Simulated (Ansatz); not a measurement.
# G0W0 on several functionals: Cs2AgBiBr6 (Fm-3m), part 2 of 2

How much of the starting functional survives in the G0W0 gap of Cs2AgBiBr6 (Fm-3m)?

Ansatz 0.2.0; G0W0 on several functionals, plane waves, PAW. Known limits of the many-body steps: not at the basis limit; d shell near the gap, gap tends to lie low; no spin-orbit coupling; coarse k mesh.

So far. Step 3 (G0W0 on PBEsol): Against the run with 2×2×2 mesh, 860 empty bands, screening to 100 eV, PAW set soft_1 files on LDA, the gap moves by +0.05 eV, while the start moved by +0.07 eV. Step 4 (G0W0 on PBE): Against the run with 2×2×2 mesh, 860 empty bands, screening to 100 eV, PAW set soft_1 files on PBEsol, the gap moves by +0.03 eV, while the start moved by +0.10 eV.

In doubt: one-shot GW on d or f shells is unsure, so the values of those runs are not to be relied on; masses and optical values from hybrid runs of this build are listed as unsure (steps 6, 7, 8), which bears on the screening that GW takes from such a start.

### 5. G0W0 on r2SCAN

This step: G0W0 on r2SCAN, plane waves, PAW; PAW set soft_1.

The input, input.yaml:

```yaml
crystal:
  lattice:
    - [0.0, 5.744148, 5.744148]
    - [5.744148, 0.0, 5.744148]
    - [5.744148, 5.744148, 0.0]
  atoms:
    - { symbol: Cs, position: [0.75, 0.75, 0.75] }
    - { symbol: Cs, position: [0.25, 0.25, 0.25] }
    - { symbol: Ag, position: [0.5, 0.5, 0.5] }
    - { symbol: Bi, position: [0.0, 0.0, 0.0] }
    - { symbol: Br, position: [0.749194, 0.250806, 0.250806] }
    - { symbol: Br, position: [0.250806, 0.250806, 0.749194] }
    - { symbol: Br, position: [0.250806, 0.749194, 0.749194] }
    - { symbol: Br, position: [0.250806, 0.749194, 0.250806] }
    - { symbol: Br, position: [0.749194, 0.250806, 0.749194] }
    - { symbol: Br, position: [0.749194, 0.749194, 0.250806] }
kpoints:
  mp_grid: { grid: [2, 2, 2] }
hamiltonian:
  xc: r2scan
  pseudopotentials: { kind: paw, azcp: { folder: soft_1 } }
scf:
  occupations: { method: fixed }
gw:
  n_empty_bands: 860
  ecut_chi: 100
  qp_bands: [v3, c3]
  qp_kpoints: band_edges
  screening: { model: contour_deformation }
```

The run is started by

```sh
ansatz run input.yaml --threads 4 --pin off --max-ram 138240MiB --backend cuda --events-out ev --progress --plain --runs-dir out --devices 1 --max-vram 26GiB
```

Numbers of over 12 decimals in the logs are rounded to 6 here.

The program printed:

```text
GPUs: using 1 of 1 available (devices: 1).
[...]
GPU FFT provider: cuFFT
GPU libraries: cuBLAS 13.8.2, cuFFT 12.4.0, cuSOLVER 12.3.4
Crystal: 10 atoms, lattice volume = 379.059 Å³
Basis set: ecut = 500 eV, 9577 PW (Γ), exchange–correlation on 240×240×240 points (64 copies of the dense FFT grid, shifted against one another)
Bands: 57, of which v1, the nominal top of the filled ones, is band 47 counted from 1 (46 counted from 0)
[...]
1    46      2.1820   -23.1959     3.0456   -19.4627  0.7469     1.4822     1.4944  root
[...]
2    47      3.3043   -24.5062     2.3802   -21.6714  0.7643     2.8458     2.8497  root
     2    48      6.4247   -10.2555    -3.4041   -14.1454  0.7782     6.9153     6.9105  root
     2    49      6.4247   -10.2555    -3.4041   -14.1454  0.7782     6.9153     6.9105  root
     2    50      6.7293   -10.7162    -3.4825   -14.7256  0.7716     7.2626     7.2562  root
[key lines of the parts left out:]
SCF converged after 9 iterations
Free energy (F): -48159.584840 eV
Fermi energy:    3.304332 eV
```

Elapsed: 14 s, on 1 × NVIDIA H100 80GB HBM3 (shared by 3 runs) with 4 threads of AMD EPYC 7R13 (Zen 3), shared host; peak memory 2.9 GiB.

This step gave:

```
bands summed                                 : 907
RPA ε∞ on this mesh (eigenvalues)            : 4.561, 4.561, 4.561
plane waves in the screening matrix          : 869
G0W0 gap on the mesh                         : 2.574 eV
k of the valence top                         : 0, -0.5, -0.5
k of the conduction bottom                   : 0, 0, -0.5
starting gap on the mesh                     : 1.723 eV
least direct G0W0 gap on the computed points : 3.930 eV
```

Against the run with 2×2×2 mesh, 860 empty bands, screening to 100 eV, PAW set soft_1 files on PBE, the gap moves by +0.28 eV, while the start moved by +0.41 eV.

### 6. G0W0 on HSE06

This step: G0W0 on HSE06, plane waves, PAW; PAW set soft_1.

Edit input.yaml of step 5 so:

```diff
@@ -19,3 +19,3 @@
 hamiltonian:
-  xc: r2scan
+  xc: hse06
   pseudopotentials: { kind: paw, azcp: { folder: soft_1 } }
```

The program printed:

```text
GPUs: using 1 of 1 available (devices: 1).
[...]
davidson cushion auto → on  (no smearing: the cushion is to keep the highest requested band from converging to the state above it; pin scf.eigensolver.cushion to override)
[...]
GPU FFT provider: cuFFT
GPU libraries: cuBLAS 13.8.2, cuFFT 12.4.0, cuSOLVER 12.3.4
Crystal: 10 atoms, lattice volume = 379.059 Å³
Basis set: ecut = 420 eV, 7391 PW (Γ)
[...]
1    45      1.6695   -21.6485     2.5937   -18.6085  0.7715     1.2193     1.2231  root
     1    46      1.6695   -21.6485     2.5937   -18.6085  0.7715     1.2193     1.2231  root
[...]
2    47      2.9285   -23.1417     1.9547   -20.9275  0.7879     2.6681     2.6690  root
     2    48      6.5741   -10.0256    -3.3184   -13.7695  0.7985     7.0024     6.9996  root
     2    49      6.5741   -10.0256    -3.3184   -13.7695  0.7985     7.0024     6.9996  root
     2    50      6.9076   -10.5163    -3.3865   -14.3537  0.7928     7.3619     7.3585  root
[key lines of the parts left out:]
Free energy (F): -48070.518137 eV
Fermi energy:    2.928462 eV
```

Run time: 53 s. Hardware: 1 × NVIDIA H100 80GB HBM3 (shared by 3 runs) with 4 threads; peak memory 2.2 GiB.

This step gave:

| Property | Result |
| --- | --- |
| bands summed | 907 |
| RPA ε∞ on this mesh (eigenvalues) | 3.992, 3.992, 3.992 |
| plane waves in the screening matrix | 869 |
| G0W0 gap on the mesh | 2.845 eV |
| k of the valence top | 0, -0.5, -0.5 |
| k of the conduction bottom | 0, 0, -0.5 |
| starting gap on the mesh | 2.225 eV |
| least direct G0W0 gap on the computed points | 4.204 eV |

Against the run with 2×2×2 mesh, 860 empty bands, screening to 100 eV, PAW set soft_1 files on r2SCAN, the gap moves by +0.27 eV, while the start moved by +0.50 eV.

### 7. G0W0 on PBE0

This step: G0W0 on PBE0, plane waves, PAW; PAW set soft_1.

Edit input.yaml of step 6 so:

```diff
@@ -19,3 +19,3 @@
 hamiltonian:
-  xc: hse06
+  xc: pbe0
   pseudopotentials: { kind: paw, azcp: { folder: soft_1 } }
```

The program printed:

```text
GPUs: using 1 of 1 available (devices: 1).
[...]
GPU FFT provider: cuFFT
GPU libraries: cuBLAS 13.8.2, cuFFT 12.4.0, cuSOLVER 12.3.4
Crystal: 10 atoms, lattice volume = 379.059 Å³
Basis set: ecut = 420 eV, 7391 PW (Γ)
Bands: 57, of which v1, the nominal top of the filled ones, is band 47 counted from 1 (46 counted from 0)
Symmetry: 48 space group operations
[...]
k-points: 3 of 8
[...]
1    45      1.2849   -21.6692     2.4428   -19.0048  0.7897     1.0627     1.0634  root
     1    46      1.2849   -21.6692     2.4428   -19.0048  0.7897     1.0627     1.0634  root
[...]
2    47      2.5826   -23.1151     1.8415   -21.2325  0.8043     2.5414     2.5414  root
     2    48      6.9113    -9.9912    -3.2039   -13.3926  0.8153     7.1093     7.1089  root
     2    49      6.9113    -9.9912    -3.2039   -13.3926  0.8153     7.1093     7.1089  root
     2    50      7.2528   -10.4849    -3.2651   -13.9713  0.8104     7.4747     7.4741  root
[key lines of the parts left out:]
Free energy (F): -48064.281875 eV
Fermi energy:    2.582563 eV
```

Elapsed: 54 s, on 1 × NVIDIA H100 80GB HBM3 (shared by 3 runs) with 4 threads; peak memory 2.1 GiB.

This step gave:

| Property | Result |
| --- | --- |
| bands summed | 907 |
| RPA ε∞ on this mesh (eigenvalues) | 3.619, 3.619, 3.619 |
| plane waves in the screening matrix | 869 |
| G0W0 gap on the mesh | 3.070 eV |
| k of the valence top | 0, -0.5, -0.5 |
| k of the conduction bottom | 0, 0, -0.5 |
| starting gap on the mesh | 2.892 eV |
| least direct G0W0 gap on the computed points | 4.434 eV |

Against the run with 2×2×2 mesh, 860 empty bands, screening to 100 eV, PAW set soft_1 files on HSE06, the gap moves by +0.23 eV, while the start moved by +0.67 eV.

### 8. G0W0 on Hartree-Fock

This step: G0W0 on Hartree-Fock, plane waves, PAW; PAW set soft_1.

Edit input.yaml of step 7 so:

```diff
@@ -19,3 +19,3 @@
 hamiltonian:
-  xc: pbe0
+  xc: hf
   pseudopotentials: { kind: paw, azcp: { folder: soft_1 } }
```

The program printed:

```text
GPUs: using 1 of 1 available (devices: 1).
[...]
GPU FFT provider: cuFFT
GPU libraries: cuBLAS 13.8.2, cuFFT 12.4.0, cuSOLVER 12.3.4
Crystal: 10 atoms, lattice volume = 379.059 Å³
Basis set: ecut = 420 eV, 7391 PW (Γ)
Bands: 57, of which v1, the nominal top of the filled ones, is band 47 counted from 1 (46 counted from 0)
Symmetry: 48 space group operations
[...]
k-points: 3 of 8
[...]
1    45     -1.2868   -20.5711     1.5115   -20.5342  0.8830     0.1797     0.1878  root
     1    46     -1.2868   -20.5711     1.5115   -20.5342  0.8830     0.1797     0.1878  root
[...]
2    47      0.7081   -21.4247     1.0588   -21.3436  0.8917     1.6830     1.6858  root
     2    48     10.2441    -9.0925    -2.4675    -9.1429  0.8962     7.8438     7.8270  root
     2    49     10.2441    -9.0925    -2.4675    -9.1429  0.8962     7.8438     7.8270  root
     2    50     10.6309    -9.5244    -2.4925    -9.5687  0.8940     8.2005     8.1826  root
[key lines of the parts left out:]
Free energy (F): -47484.089035 eV
Fermi energy:    0.708060 eV
```

The job ended after 74 s (1 × NVIDIA H100 80GB HBM3 (shared by 3 runs) with 4 threads; peak memory 2.2 GiB; 1.8 min of CPU time).

Numbers from this step:

* bands summed: 907
* RPA ε∞ on this mesh (eigenvalues): 2.134, 2.134, 2.134
* plane waves in the screening matrix: 869
* G0W0 gap on the mesh: 4.792 eV
* k of the valence top: 0, -0.5, -0.5
* k of the conduction bottom: 0, 0, -0.5
* starting gap on the mesh: 8.214 eV
* least direct G0W0 gap on the computed points: 6.026 eV

Against the run with 2×2×2 mesh, 860 empty bands, screening to 100 eV, PAW set soft_1 files on PBE0, the gap moves by +1.72 eV, while the start moved by +5.32 eV.

### 9. Side by side

All on the 2×2×2 mesh with 860 empty bands and screening to 100 eV. Times are wall times on 1 × NVIDIA H100 80GB HBM3 (shared by 3 runs) with 4 threads of AMD EPYC 7R13 (Zen 3), shared host, good to a factor of about two.

```csv
start,starting gap (eV),shift (eV),G0W0 gap (eV),RPA ε∞ (harmonic mean),"Z (valence, conduction)",time
LDA,1.14,+1.07,2.21,6.16,"0.74, 0.77",11 s
PBEsol,1.22,+1.05,2.26,5.84,"0.74, 0.77",17 s
PBE,1.31,+0.98,2.30,5.52,"0.75, 0.78",24 s
r2SCAN,1.72,+0.85,2.57,4.56,"0.76, 0.79",14 s
HSE06,2.22,+0.62,2.84,3.99,"0.79, 0.81",53 s
PBE0,2.89,+0.18,3.07,3.62,"0.80, 0.82",54 s
Hartree-Fock,8.21,−3.42,4.79,2.13,"0.89, 0.90",74 s
```

How the two edges are built up, in eV (the quasiparticle level is the starting level plus Σx plus Σc less Vxc):

```csv
run,edge,start,Σx,Σc,Vxc,Z,QP
LDA,valence top,3.25,-24.11,2.40,-21.31,0.74,2.85
LDA,conduction bottom,4.39,-9.72,-3.51,-13.91,0.77,5.07
PBEsol,valence top,3.47,-24.17,2.45,-21.16,0.74,2.91
PBEsol,conduction bottom,4.69,-9.64,-3.45,-13.58,0.77,5.17
PBE,valence top,3.59,-24.23,2.47,-21.13,0.75,2.97
PBE,conduction bottom,4.90,-9.58,-3.42,-13.36,0.78,5.27
r2SCAN,valence top,3.30,-24.51,2.38,-21.67,0.76,2.85
r2SCAN,conduction bottom,5.03,-9.40,-3.39,-13.19,0.79,5.42
```

### 10. Results

| Item | Value |
| --- | --- |
| G0W0@LDA | 2.21 eV (start 1.14 eV) |
| G0W0@PBEsol | 2.26 eV (start 1.22 eV) |
| G0W0@PBE | 2.30 eV (start 1.31 eV) |
| G0W0@r2SCAN | 2.57 eV (start 1.72 eV) |
| G0W0@HSE06 | 2.84 eV (start 2.22 eV) |
| G0W0@PBE0 | 3.07 eV (start 2.89 eV) |
| G0W0@Hartree-Fock | 4.79 eV (start 8.21 eV) |
| known limits | not at the basis limit; d shell near the gap, gap tends to lie low; no spin-orbit coupling; coarse k mesh |

The starting gaps span 7.07 eV and the G0W0 gaps 2.58 eV. Between LDA and Hartree-Fock, 2.58 eV of the 7.07 eV survives, 36 %. Hartree-Fock screens less than LDA (ε∞ 2.13 against 6.16). Of the 2.58 eV by which its G0W0 gap is higher, the correlation part gives +2.35 eV, and exchange with the one-particle terms, which follow the orbitals, +0.23 eV. On Hartree-Fock the correction is negative: that start lies above its own G0W0 value. The smallest correction, +0.18 eV, is on PBE0, the start nearest to reproducing itself. Bands and cutoff are finite, so the gap is not at the basis limit. The miss can reach some tenths of an eV and take either sign; the mesh is an error of its own. The 2×2×2 mesh is coarse for this cell (its supercell is 16 Å along the shortest edge). The RPA ε∞ on it, from the LDA start, is 6.16; such meshes misread the long-range screening, most where the gap is narrow. The program warns that the mesh is coarse for exact exchange, which bears on the hybrid start's gap. Where an edge is built on 6p states of lead, bismuth or thallium, scalar-relativistic gaps usually stand too wide, by a few tenths to over one eV. A d shell, filled or nearly so, lies near the gap. One-shot GW converges very slowly in bands there, not always from below, and on a semilocal start the gap tends to come out low; starts rich in exact exchange can overshoot instead. The many-body steps are scalar-relativistic: spin-orbit coupling is not in them.

[Paths, hosts, dates, memory and timing lines, banners, echoed tables and standing remarks are left out of the program output.]

[Logs are printed without paths, hosts, clocks, repeated set-up lines and the standing remarks that a program may print on its own settings, such as how far it seeks lower states.]

[Runs of the session that timed out or met a known fault of the program may be left out.]

[Cells called generated may have been cut or substituted from an entry of the Crystallography Open Database or the Materials Project.]

[Hosts, paths, dates, database ids (printed as entryN), source tags and the programs' standing remarks are cut or masked in the printed files.]
